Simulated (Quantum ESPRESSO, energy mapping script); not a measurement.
# MnS: J from the energies of magnetic orders

Wanted: the magnetic order of MnS, its couplings and an estimate of its ordering temperature, by PBE+U (4 eV), QE, GBRV.

Program: Quantum ESPRESSO 7.5. Level of theory: PBE with U = 4 eV on Mn d, ortho-atomic projectors; plane waves, U on orthogonalised atomic orbitals unless named otherwise, collinear spin, no spin–orbit coupling. Results are calculated unless marked as measured.

**Measured values to reproduce.**

“Single-Crystal and Powder Neutron Diffraction Study of FeXMn1-XS Solid Solutions” (2011, arxiv:1108.4537) reports for MnS, rock salt, by neutron diffraction (x = 0): ordering temperature (Neel temperature) 150 K.

The database entry behind the starting cell differs from later determinations by our own check (an axis about 0.2 % short against later determinations), so it need not match the best structure at ambient conditions.

## (1) The starting structure

The structure is cubic, space group Fm-3m (No. 225). The conventional cell has a = 5.209 Å, b = 5.209 Å, c = 5.209 Å, α = 90.00°, β = 90.00°, γ = 90.00°. Nearest to Mn lie 6 S at 2.60 Å. S has 6 Mn at 2.60 Å nearest. Farther neighbours and most contacts between anions are not listed.

The U corrects the self-interaction that lets semilocal functionals spread d and f electrons too far. Its value here is typed, not computed. These runs use Quantum ESPRESSO.

## (2) Which atoms carry moments

One run in the crystal's own cell, under PBE with U = 3 eV on Mn d, ortho-atomic projectors, Quantum ESPRESSO with GBRV potentials, shows which elements keep a moment. Transition or f elements with 0.3 μB or more enter the spin model; moments induced on other atoms do not.

Contents of pw.in:

```
&control
  calculation = 'scf'
  prefix = 'pw'
  outdir = './tmp/'
  pseudo_dir = './pseudo/'
  verbosity = 'low'
/
&system
  ibrav = 0
  nat = 2
  ntyp = 2
  ecutwfc = 45
  ecutrho = 360
  nbnd = 21
  occupations = 'smearing'
  smearing = 'fd'
  degauss = 0.00367493
  nspin = 2
  starting_magnetization(1) = 0.3000
/
&electrons
  conv_thr = 5.0e-09
  electron_maxstep = 120
  mixing_beta = 0.3
  mixing_mode = 'plain'
/
ATOMIC_SPECIES
  Mn 54.9380 Mn.upf
  S 32.0600 S.upf
CELL_PARAMETERS angstrom
  0.00000000 2.60450000 2.60450000
  2.60450000 0.00000000 2.60450000
  2.60450000 2.60450000 0.00000000
ATOMIC_POSITIONS crystal
  Mn 0.00000000 0.00000000 0.00000000
  S 0.50000000 0.50000000 0.50000000
K_POINTS automatic
  7 7 7 0 0 0
HUBBARD {ortho-atomic}
U Mn-3d 3
```

Started as:

```
$ OMP_NUM_THREADS=1 mpirun -n 8 pw.x -nk 8 -in pw.in > pw.out
```

Log:

```text
Program PWSCF v.7.5 starts
[...]
unit-cell volume          =     238.4513 (a.u.)^3
     number of atoms/cell      =            2
[...]
number of electrons       =        21.00
     number of Kohn-Sham states=           21
     kinetic-energy cutoff     =      45.0000  Ry
     charge density cutoff     =     360.0000  Ry
     scf convergence threshold =      5.0E-09
[...]
Exchange-correlation=  SLA  PW   PBX  PBC
[...]
Hubbard projectors: ortho-atomic
     Hubbard parameters of DFT+U (Dudarev formulation) in eV:
[...]
atomic species   magnetization
[...]
48 Sym. Ops., with inversion, found
[...]
number of k points=    20  Fermi-Dirac smearing, width (Ry)=  0.0037
[...]
Number of occupied Hubbard levels =    5.0000
     Atomic wfc used for Hubbard projectors are orthogonalized
[...]
iteration #  1     ecut=    45.00 Ry     beta= 0.30
[...]
Number of occupied Hubbard levels =    4.9969
     total energy              =    -235.23439280 Ry
     estimated scf accuracy    <       0.50949268 Ry
     total magnetization       =     4.99 Bohr mag/cell
     absolute magnetization    =     4.99 Bohr mag/cell
     iteration #  2     ecut=    45.00 Ry     beta= 0.30
[...]
total energy              =    -235.32838627 Ry
     estimated scf accuracy    <       0.01940811 Ry
     total magnetization       =     5.00 Bohr mag/cell
     absolute magnetization    =     5.00 Bohr mag/cell
     iteration #  3     ecut=    45.00 Ry     beta= 0.30
[...]
total energy              =    -235.33543394 Ry
     estimated scf accuracy    <       0.00883841 Ry
     total magnetization       =     5.00 Bohr mag/cell
     absolute magnetization    =     5.00 Bohr mag/cell
[...]
total energy              =    -235.33627381 Ry
[...]
iteration #  9     ecut=    45.00 Ry     beta= 0.30
[...]
total energy              =    -235.33627412 Ry
     estimated scf accuracy    <       0.00000004 Ry
     total magnetization       =     5.00 Bohr mag/cell
     absolute magnetization    =     5.00 Bohr mag/cell
     iteration # 10     ecut=    45.00 Ry     beta= 0.30
[...]
Magnetic moment per site  (integrated on atomic sphere of radius R)
     atom   1 (R=0.292)  charge= 13.1501  magn=  4.4781
     atom   2 (R=0.292)  charge=  4.7162  magn=  0.1381
     End of self-consistent calculation
     =================== HUBBARD OCCUPATIONS ===================
[...]
Number of occupied Hubbard levels =    5.2583
 ------ SPIN UP ------------
          k = 0.0000 0.0000 0.0000 (  1243 PWs)   bands (ev):
   -72.1074 -40.8350 -40.8350 -40.8350  -4.1268   5.1221   5.1221   5.1221
     5.2371   5.2371   8.6080   8.6080   8.6080  12.0101  18.7812  18.7812
[...]
k = 0.1010 0.1010-0.1010 (  1224 PWs)   bands (ev):
   -72.1073 -40.8364 -40.8352 -40.8352  -3.9188   4.9534   4.9794   4.9794
[...]
k = 0.2020 0.2020-0.2020 (  1215 PWs)   bands (ev):
[...]
k = 0.3030 0.3030-0.3030 (  1212 PWs)   bands (ev):
[...]
k = 0.2020-0.0000 0.0000 (  1231 PWs)   bands (ev):
[...]
k =-0.2020-0.4041 0.4041 (  1208 PWs)   bands (ev):
[...]
k =-0.1010-0.3030 0.3030 (  1213 PWs)   bands (ev):
[...]
k =-0.0000-0.2020 0.2020 (  1221 PWs)   bands (ev):
[...]
k = 0.4041-0.0000 0.0000 (  1222 PWs)   bands (ev):
[...]
k = 0.0000-0.4041 0.4041 (  1212 PWs)   bands (ev):
[...]
k = 0.4041 0.2020 0.0000 (  1220 PWs)   bands (ev):
[...]
------ SPIN DOWN ----------
          k = 0.0000 0.0000 0.0000 (  1243 PWs)   bands (ev):
[...]
k = 0.4041 0.2020-0.2020 (  1217 PWs)   bands (ev):
[...]
k = 0.5051 0.1010-0.1010 (  1224 PWs)   bands (ev):
[...]
k = 0.6061-0.0000 0.0000 (  1210 PWs)   bands (ev):
[...]
k = 0.4041 0.2020 0.0000 (  1220 PWs)   bands (ev):
[...]
k =-0.2020-0.4041 0.6061 (  1220 PWs)   bands (ev):
[...]
k =-0.1010-0.5051 0.7071 (  1203 PWs)   bands (ev):
[...]
20.8173  22.7566  24.6930  25.7824  26.4943
          k = 0.0000-0.4041 0.6061 (  1209 PWs)   bands (ev):
   -66.9697 -35.8168 -35.8163 -35.8130  -2.2371   5.5645   5.5806   6.7941
    12.2038  12.6286  12.8308  12.9946  13.2298  15.7933  17.6597  18.5817
    18.9713  23.1528  23.8407  26.1624  27.5257
     the Fermi energy is    10.5040 ev
!    total energy              =    -235.33627420 Ry
     estimated scf accuracy    <          4.5E-09 Ry
     smearing contrib. (-TS)   =      -0.00000586 Ry
     internal energy E=F+TS    =    -235.33626834 Ry
     The total energy is F=E-TS. E is the sum of the following terms:
     one-electron contribution =    -132.53655959 Ry
     hartree contribution      =      73.92821125 Ry
     xc contribution           =     -35.26718522 Ry
     ewald contribution        =    -141.49328211 Ry
     Hubbard energy            =       0.03254733 Ry
     total magnetization       =     5.00 Bohr mag/cell
     absolute magnetization    =     5.00 Bohr mag/cell
     convergence has been achieved in  10 iterations
=------------------------------------------------------------------------------=
   JOB DONE.
=------------------------------------------------------------------------------=
```

Wall time 11 s (8 MPI ranks of Arm Neoverse N1, shared host); peak memory 0.61 GiB; 73 s of CPU time.

Spin moment in the sphere by atom:

| atom | spin moment in the sphere (μB) |
| --- | --- |
| Mn1 | 4.48 |
| S2 | 0.14 |

The run ends ferromagnetic; Mn carries the moments.

## (3) Run 1 (parallel; cell A, 4 atoms)

The parallel order is the zero of energy for this cell and mesh.

The potential files are GBRV's for PBE; pw.x takes the functional from them.

Contents of pw.in:

```
&control
  calculation = 'scf'
  prefix = 'pw'
  outdir = './tmp/'
  pseudo_dir = './pseudo/'
  verbosity = 'low'
/
&system
  ibrav = 0
  nat = 4
  ntyp = 2
  ecutwfc = 45
  ecutrho = 360
  nbnd = 38
  occupations = 'smearing'
  smearing = 'fd'
  degauss = 0.00367493
  nspin = 2
  starting_magnetization(1) = 0.3000
/
&electrons
  conv_thr = 1.0e-08
  electron_maxstep = 120
  mixing_beta = 0.3
  mixing_mode = 'plain'
/
ATOMIC_SPECIES
  Mn 54.9380 Mn.upf
  S 32.0600 S.upf
CELL_PARAMETERS angstrom
  0.00000000 -2.60450000 -2.60450000
  -2.60450000 0.00000000 -2.60450000
  2.60450000 2.60450000 -5.20900000
ATOMIC_POSITIONS crystal
  Mn 0.50000000 0.50000000 0.50000000
  Mn 0.00000000 0.00000000 0.00000000
  S 0.75000000 0.75000000 0.75000000
  S 0.25000000 0.25000000 0.25000000
K_POINTS automatic
  7 7 7 0 0 0
HUBBARD {ortho-atomic}
U Mn-3d 4
```

Log:

```text
[banner, memory and clock lines left out]
Program PWSCF v.7.5 starts
[...]
unit-cell volume          =     476.9026 (a.u.)^3
     number of atoms/cell      =            4
[...]
number of electrons       =        42.00
     number of Kohn-Sham states=           38
     kinetic-energy cutoff     =      45.0000  Ry
     charge density cutoff     =     360.0000  Ry
     scf convergence threshold =      1.0E-08
[...]
Exchange-correlation=  SLA  PW   PBX  PBC
[...]
Hubbard projectors: ortho-atomic
     Hubbard parameters of DFT+U (Dudarev formulation) in eV:
[...]
atomic species   magnetization
[...]
12 Sym. Ops., with inversion, found
[...]
number of k points=    44  Fermi-Dirac smearing, width (Ry)=  0.0037
[...]
Number of occupied Hubbard levels =   10.0000
     Atomic wfc used for Hubbard projectors are orthogonalized
[...]
iteration #  1     ecut=    45.00 Ry     beta= 0.30
[...]
Number of occupied Hubbard levels =   10.0066
     total energy              =    -470.47062287 Ry
     estimated scf accuracy    <       0.96778186 Ry
     total magnetization       =    10.00 Bohr mag/cell
     absolute magnetization    =    10.00 Bohr mag/cell
     iteration #  2     ecut=    45.00 Ry     beta= 0.30
[...]
total energy              =    -470.63418310 Ry
     estimated scf accuracy    <       0.04635011 Ry
     total magnetization       =    10.00 Bohr mag/cell
     absolute magnetization    =    10.00 Bohr mag/cell
     iteration #  3     ecut=    45.00 Ry     beta= 0.30
[...]
total energy              =    -470.65036742 Ry
     estimated scf accuracy    <       0.01782090 Ry
     total magnetization       =    10.00 Bohr mag/cell
     absolute magnetization    =    10.00 Bohr mag/cell
     iteration #  4     ecut=    45.00 Ry     beta= 0.30
[...]
total energy              =    -470.65157417 Ry
     estimated scf accuracy    <       0.00168381 Ry
     total magnetization       =    10.00 Bohr mag/cell
     absolute magnetization    =    10.00 Bohr mag/cell
     iteration #  5     ecut=    45.00 Ry     beta= 0.30
[...]
total energy              =    -470.65193639 Ry
     estimated scf accuracy    <       0.00009971 Ry
     total magnetization       =    10.00 Bohr mag/cell
     absolute magnetization    =    10.00 Bohr mag/cell
     iteration #  6     ecut=    45.00 Ry     beta= 0.30
[...]
total energy              =    -470.65195320 Ry
     estimated scf accuracy    <       0.00014690 Ry
     total magnetization       =    10.00 Bohr mag/cell
     absolute magnetization    =    10.00 Bohr mag/cell
     iteration #  7     ecut=    45.00 Ry     beta= 0.30
[...]
total energy              =    -470.65196051 Ry
     estimated scf accuracy    <       0.00001798 Ry
     total magnetization       =    10.00 Bohr mag/cell
     absolute magnetization    =    10.00 Bohr mag/cell
     iteration #  8     ecut=    45.00 Ry     beta= 0.30
[...]
total energy              =    -470.65196738 Ry
     estimated scf accuracy    <       0.00000146 Ry
     total magnetization       =    10.00 Bohr mag/cell
     absolute magnetization    =    10.00 Bohr mag/cell
     iteration #  9     ecut=    45.00 Ry     beta= 0.30
[...]
total energy              =    -470.65196776 Ry
     estimated scf accuracy    <       0.00000016 Ry
     total magnetization       =    10.00 Bohr mag/cell
     absolute magnetization    =    10.00 Bohr mag/cell
     iteration # 10     ecut=    45.00 Ry     beta= 0.30
[...]
Magnetic moment per site  (integrated on atomic sphere of radius R)
     atom   1 (R=0.292)  charge= 13.1407  magn=  4.5074
     atom   2 (R=0.292)  charge= 13.1411  magn=  4.5075
     atom   3 (R=0.292)  charge=  4.7240  magn=  0.1148
     atom   4 (R=0.292)  charge=  4.7240  magn=  0.1148
     End of self-consistent calculation
     =================== HUBBARD OCCUPATIONS ===================
     ------------------------ ATOM    1 ------------------------
     Tr[ns(  1)] (up, down, total) =   4.97219  0.26134  5.23353
     Atomic magnetic moment for atom   1 =   4.71085
     SPIN  1
     eigenvalues:
       0.991  0.991  0.997  0.997  0.997
     eigenvectors (columns):
      -0.006 -1.000  0.000  0.000  0.000
       0.000 -0.000  0.577 -0.208 -0.790
      -0.000 -0.000  0.577 -0.580  0.575
       1.000 -0.006 -0.000 -0.000  0.000
       0.000  0.000  0.577  0.788  0.215
     occupation matrix ns (before diag.):
       0.991 -0.000 -0.000  0.000  0.000
      -0.000  0.997 -0.000 -0.000 -0.000
      -0.000 -0.000  0.997  0.000 -0.000
       0.000 -0.000  0.000  0.991 -0.000
[...]
SPIN  2
     eigenvalues:
[...]
eigenvectors (columns):
[...]
occupation matrix ns (before diag.):
[...]
-0.000 -0.000  0.021  0.000 -0.000
       0.000 -0.000  0.000  0.099 -0.000
       0.000 -0.000 -0.000 -0.000  0.021
     Number of occupied Hubbard levels =   10.4671
 ------ SPIN UP ------------
          k = 0.0000 0.0000-0.0000 (  2437 PWs)   bands (ev):
   -72.1963 -72.1960 -40.9294 -40.9228 -40.9228 -40.9219 -40.9217 -40.9217
    -4.0882  -2.6770   2.7858   3.8058   3.8058   4.5603   4.5604   4.5604
     4.6735   4.6735   5.0392   5.0392   5.9305   8.6514   8.6514   8.6516
    10.1353  10.1353  12.0212  13.1102  15.6110  15.6110  18.7847  18.7847
    18.7847  18.7907  20.8712  21.8965  22.2921  22.2921
          k = 0.0505 0.0505-0.0505 (  2454 PWs)   bands (ev):
   -72.1963 -72.1960 -40.9291 -40.9228 -40.9228 -40.9222 -40.9218 -40.9218
    -4.0348  -2.7737   2.9407   3.8399   3.8399   4.5323   4.5619   4.5619
     4.6403   4.6403   5.0153   5.0153   5.9537   8.2822   8.7290   8.7290
    10.0572  10.0572  12.4050  13.2175  15.7755  15.7755  18.2851  18.6192
    18.7793  18.7793  20.8519  20.8519  21.3495  22.0972
          k = 0.1010 0.1010-0.1010 (  2451 PWs)   bands (ev):
   -72.1963 -72.1960 -40.9281 -40.9233 -40.9226 -40.9226 -40.9219 -40.9219
    -3.8792  -3.0213   3.3399   3.9389   3.9389   4.4319   4.4556   4.4556
[...]
18.5294  18.5294  20.1673  20.1674  21.5645  21.6135
          k = 0.1515 0.1515-0.1515 (  2442 PWs)   bands (ev):
[...]
17.7819  17.7819  20.2987  20.2987  20.8591  20.8591
          k =-0.1515 0.0505-0.0505 (  2434 PWs)   bands (ev):
[...]
18.6289  18.8061  19.1714  21.3416  22.1102  22.1915
          k =-0.1010 0.1010-0.1010 (  2439 PWs)   bands (ev):
[...]
18.5294  18.7058  20.1673  20.1674  21.5642  21.7650
          k =-0.0505 0.1515-0.1515 (  2447 PWs)   bands (ev):
[...]
18.1205  18.3135  19.3208  20.9476  21.1887  22.0886
          k =-0.0000 0.2020-0.2020 (  2444 PWs)   bands (ev):
[...]
17.6364  17.7210  19.2786  20.4641  21.6559  22.4833
          k =-0.3030-0.1010 0.1010 (  2457 PWs)   bands (ev):
[...]
16.9897  18.2906  19.6748  19.6974  22.0374  22.4755
          k =-0.2525-0.0505 0.0505 (  2437 PWs)   bands (ev):
[...]
17.5284  18.6565  19.0347  20.3726  21.9674  22.9348
          k =-0.2020-0.0000 0.0000 (  2443 PWs)   bands (ev):
[...]
k =-0.3030 0.1010-0.1010 (  2441 PWs)   bands (ev):
[...]
k =-0.2525 0.1515-0.1515 (  2427 PWs)   bands (ev):
[...]
k =-0.2020 0.2020-0.2020 (  2427 PWs)   bands (ev):
[...]
k =-0.1515 0.2525-0.2525 (  2442 PWs)   bands (ev):
[...]
k =-0.4546-0.0505 0.0505 (  2441 PWs)   bands (ev):
[...]
k =-0.4041 0.0000-0.0000 (  2428 PWs)   bands (ev):
[...]
k =-0.3536 0.0505-0.0505 (  2438 PWs)   bands (ev):
[...]
[... cut ...]
[...]
k =-0.4546-0.0505 0.0505 (  2441 PWs)   bands (ev):
[...]
k =-0.6061-0.0000 0.0000 (  2416 PWs)   bands (ev):
[...]
k =-0.2525-0.0505-0.1515 (  2442 PWs)   bands (ev):
[...]
k =-0.2020-0.0000-0.2020 (  2427 PWs)   bands (ev):
[...]
k =-0.1010 0.1010-0.3030 (  2453 PWs)   bands (ev):
[...]
k =-0.4041-0.2020 0.0000 (  2443 PWs)   bands (ev):
[...]
k =-0.4041 0.0000-0.2020 (  2425 PWs)   bands (ev):
[...]
k =-0.3536 0.0505-0.2525 (  2429 PWs)   bands (ev):
[...]
k =-0.3030 0.1010-0.3030 (  2421 PWs)   bands (ev):
[...]
k =-0.2525 0.1515-0.3536 (  2420 PWs)   bands (ev):
[...]
k =-0.5556-0.1515-0.0505 (  2435 PWs)   bands (ev):
[...]
k =-0.5051-0.1010-0.1010 (  2440 PWs)   bands (ev):
[...]
k =-0.4546-0.0505-0.1515 (  2443 PWs)   bands (ev):
[...]
k = 0.5051-0.3030 0.1010 (  2430 PWs)   bands (ev):
[...]
k = 0.6061-0.2020 0.0000 (  2413 PWs)   bands (ev):
[...]
k = 0.6566-0.1515-0.0505 (  2420 PWs)   bands (ev):
[...]
k = 0.3536-0.4546 0.2525 (  2410 PWs)   bands (ev):
[...]
20.3000  21.9347  22.8282  23.0954  23.3566  23.7489
          k = 0.5556-0.4546 0.0505 (  2425 PWs)   bands (ev):
[...]
19.3615  19.5889  22.1493  22.5879  23.3437  24.2633
          k = 0.6061-0.4041 0.0000 (  2422 PWs)   bands (ev):
[...]
18.9843  18.9895  21.6664  23.1628  23.8039  23.8445
          k = 0.6566-0.3536-0.0505 (  2426 PWs)   bands (ev):
[...]
13.6777  14.3416  15.3777  16.3835  17.4931  18.0514  18.0615  18.2834
    18.3893  18.7739  21.4612  23.4121  23.6444  24.6579
          k = 0.4546-0.5556 0.1515 (  2415 PWs)   bands (ev):
   -67.0203 -67.0203 -35.8671 -35.8668 -35.8637 -35.8630 -35.8612 -35.8611
    -2.3213  -2.2727   4.8918   5.0110   6.0633   6.3456   7.2576   7.3189
    12.3076  12.4493  13.1798  13.2364  13.3417  13.4322  13.5806  13.6166
    13.6849  13.7528  14.9738  15.2921  17.0891  17.5061  18.6945  18.9961
    19.4066  19.5334  22.6072  22.9425  23.0168  24.0720
     the Fermi energy is    10.6467 ev
!    total energy              =    -470.65196790 Ry
     estimated scf accuracy    <          1.8E-09 Ry
     smearing contrib. (-TS)   =      -0.00000015 Ry
     internal energy E=F+TS    =    -470.65196775 Ry
     The total energy is F=E-TS. E is the sum of the following terms:
     one-electron contribution =    -264.95228997 Ry
     hartree contribution      =     147.75223707 Ry
     xc contribution           =     -70.54411443 Ry
     ewald contribution        =    -282.98656422 Ry
     Hubbard energy            =       0.07876380 Ry
     total magnetization       =    10.00 Bohr mag/cell
     absolute magnetization    =    10.00 Bohr mag/cell
     convergence has been achieved in  10 iterations
```

Run time: 48 s. Hardware: 8 MPI ranks; peak memory 1.1 GiB.

Spin moment in the sphere by atom:

| atom | spin moment in the sphere (μB) |
| --- | --- |
| Mn1 | 4.51 |
| Mn2 | 4.51 |
| S3 | 0.11 |
| S4 | 0.11 |

The run ends ferromagnetic.

(Continued in part 2 of 3.)

[Logs and program files are shortened in this print: banners, set-up blocks, solver, clock and traceback lines can be left out without a mark of their own.]

[Logs are printed without paths, hosts, clocks, repeated set-up lines and the standing remarks that a program may print on its own settings, such as how far it seeks lower states.]

[Hosts, paths, dates, database ids (printed as entryN), source tags and the programs' standing remarks are cut or masked in the printed files.]

[Where a cell is said to come from a database of computed structures, the database is the Materials Project.]
